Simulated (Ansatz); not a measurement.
# Dielectric function and optical constants of Cs2HgSe2

Aim: the dielectric function of Cs2HgSe2, and the optical constants that follow from it.

Main program and level: Ansatz 0.2.0; DFT, PBE, plane-wave PAW, default files, scalar-relativistic, independent-particle optical response without local fields.

### Step 1. The starting structure

The structure is orthorhombic, space group Pbam (No. 55). Conventional cell: a = 8.185 Å, b = 10.330 Å, c = 4.711 Å, α = 90.00°, β = 90.00°, γ = 90.00°. Hg has 2 Se at 2.41 Å nearest. Nearest to Cs lie 6 Se at 3.66 to 3.72 Å and 1 Cs at 3.87 Å. Nearest to Se lie 1 Hg at 2.41 Å and 6 Cs at 3.66 to 3.72 Å. Farther neighbours and most contacts between anions are not listed.

Coordinates:

```cif
data_structure
_symmetry_space_group_name_H-M 'P 1'
_symmetry_Int_Tables_number 1
_cell_length_a 8.1849
_cell_length_b 10.3302
_cell_length_c 4.7112
_cell_angle_alpha 90.000
_cell_angle_beta 90.000
_cell_angle_gamma 90.000
_cell_volume 398.34
loop_
_atom_site_label
_atom_site_type_symbol
_atom_site_fract_x
_atom_site_fract_y
_atom_site_fract_z
_atom_site_occupancy
Hg1 Hg 0.00000 0.00000 0.00000 1
Hg2 Hg 0.50000 0.50000 0.00000 1
Cs3 Cs 0.10778 0.33311 0.50000 1
Cs4 Cs 0.89222 0.66689 0.50000 1
Cs5 Cs 0.60778 0.16689 0.50000 1
Cs6 Cs 0.39222 0.83311 0.50000 1
Se7 Se 0.26975 0.09445 0.00000 1
Se8 Se 0.73025 0.90555 0.00000 1
Se9 Se 0.76975 0.40555 0.00000 1
Se10 Se 0.23025 0.59445 0.00000 1
```

### Step 2. Ground state and bands

The self-consistent density comes first; it also tells whether there is a gap, which decides the occupations and the need for a Drude term.

This step: DFT, PBE, plane-wave PAW, default files, scalar-relativistic, ground state (Ansatz 0.2.0).

Input file input.yaml:

```yaml
crystal:
  lattice:
    - [8.1849, 0.0, 0.0]
    - [0.0, 10.3302, 0.0]
    - [0.0, 0.0, 4.7112]
  atoms:
    - { symbol: Hg, position: [0.0, 0.0, 0.0] }
    - { symbol: Hg, position: [0.5, 0.5, 0.0] }
    - { symbol: Cs, position: [0.10778, 0.33311, 0.5] }
    - { symbol: Cs, position: [0.89222, 0.66689, 0.5] }
    - { symbol: Cs, position: [0.60778, 0.16689, 0.5] }
    - { symbol: Cs, position: [0.39222, 0.83311, 0.5] }
    - { symbol: Se, position: [0.26975, 0.09445, 0.0] }
    - { symbol: Se, position: [0.73025, 0.90555, 0.0] }
    - { symbol: Se, position: [0.76975, 0.40555, 0.0] }
    - { symbol: Se, position: [0.23025, 0.59445, 0.0] }
kpoints:
  mp_grid: { grid: [3, 3, 5] }
  band_path:
    path:
      - [[0.0, 0.0, 0.0], [0.0, 0.0, 0.5], [0.5, 0.0, 0.5], [0.5, 0.0, 0.0], [0.0, 0.0, 0.0], [0.0, 0.5, 0.0], [0.0, 0.5, 0.5], [0.5, 0.5, 0.5], [0.5, 0.5, 0.0], [0.0, 0.5, 0.0]]
      - [[0.5, 0.0, 0.0], [0.5, 0.5, 0.0]]
      - [[0.0, 0.5, 0.5], [0.0, 0.0, 0.5]]
      - [[0.5, 0.0, 0.5], [0.5, 0.5, 0.5]]
    npoints: 5
scf:
  occupations: { method: fermi_dirac, width: 0.05 }
  n_extra_bands: 14
hamiltonian:
  xc: pbe
  pseudopotentials: { kind: paw }
output:
  forces: true
  stress: true
  populations: true
  write_bands: true
```

On the command line:

```
> ansatz run input.yaml --threads 4 --pin off --max-ram 8192MiB --backend cpu --events-out ev --progress --plain --runs-dir out
```

Then come: spectrum; static response with local fields. Settings of the main run: response mesh 4×2×6, line width 0.15 eV, cutoff 420 eV, fixed occupations.

Q: Predict the least direct gap on the path; and electronic dielectric constant ε∞, mean over x, y and z.

Light drives vertical transitions, so the absorption sets in only above the least direct gap, 2.03 eV, apart from the broadening. At this level (PBE, independent particles) Cs2HgSe2 has a mean ε∞ = 4.99 (4.16 with local fields) and n = 2.57 at 1550 nm (E ∥ x); absorption sets in near 2.4 eV, and Im ε peaks at 4.2 eV (E ∥ x). The gap on the path, 2.00 eV, is indirect by a hair: the least direct gap lies 33 meV higher.

```
least direct gap on the path                                                                                                                        : 2.03 eV
electronic dielectric constant ε∞, mean over x, y and z (by symmetry where fewer were run) (independent particles)                                  : 4.99
absorption onset, first axis (α over 10⁴ cm⁻¹, or the direct gap if that lies higher)                                                               : 2.43 eV
main peak of Im epsilon, first axis                                                                                                                 : 4.20 eV
photocurrent from vertical transitions in a film 500 nm thick on a perfect mirror (two passes), AM1.5G, no front reflection, all carriers collected : 7.92 mA/cm²
electronic dielectric constant ε∞, mean over x, y and z (by symmetry where fewer were run) (static response with local fields)                      : 4.16
```

The absorption coefficient passes 10⁴ cm⁻¹ only at 2.43 eV, 0.40 eV above the least direct gap: the lowest transitions are weak or forbidden for this polarisation, or few states take part. Distinct maxima of Im ε, read by a parabola through the highest points, lie at 3.11 eV (8.6) and 4.20 eV (18) for E ∥ x. The static values by axis are 6.39 (x), 4.56 (y), 4.02 (z). The f-sum over the summed bands holds 75.0 of the cell's 140 electrons outside the frozen cores, 72 of which lie in bands more than 12 eV below the Fermi level, whose transitions come at higher energies. Up to 14 eV the strength has a mean oscillator energy of 5.6 eV, well above the main peak, so higher transitions carry much of it. A film 1 µm thick would pass 47 % of daylight and look yellow in transmission (x = 0.497, y = 0.484). A larger true gap would move the edge to shorter wavelengths and change the colour. With local fields and the functional's kernel the static response is 4.16 against 4.99 for independent particles (-17 %). In the base spectrum excitons and phonon-assisted transitions are missing, and so are local fields; PBE gaps are as a rule too small, which pulls the onset down and ε∞ up, while the missing spin-orbit coupling works the other way with such heavy atoms. In the base run ε includes the program's bounded estimate of what the bands above those summed add. Spin-orbit coupling is left out although heavy atoms are present.

[Logs are printed without paths, hosts, clocks, repeated set-up lines and the standing remarks that a program may print on its own settings, such as how far it seeks lower states.]

[Hosts, paths, dates, database ids (printed as entryN), source tags and the programs' standing remarks are cut or masked in the printed files.]
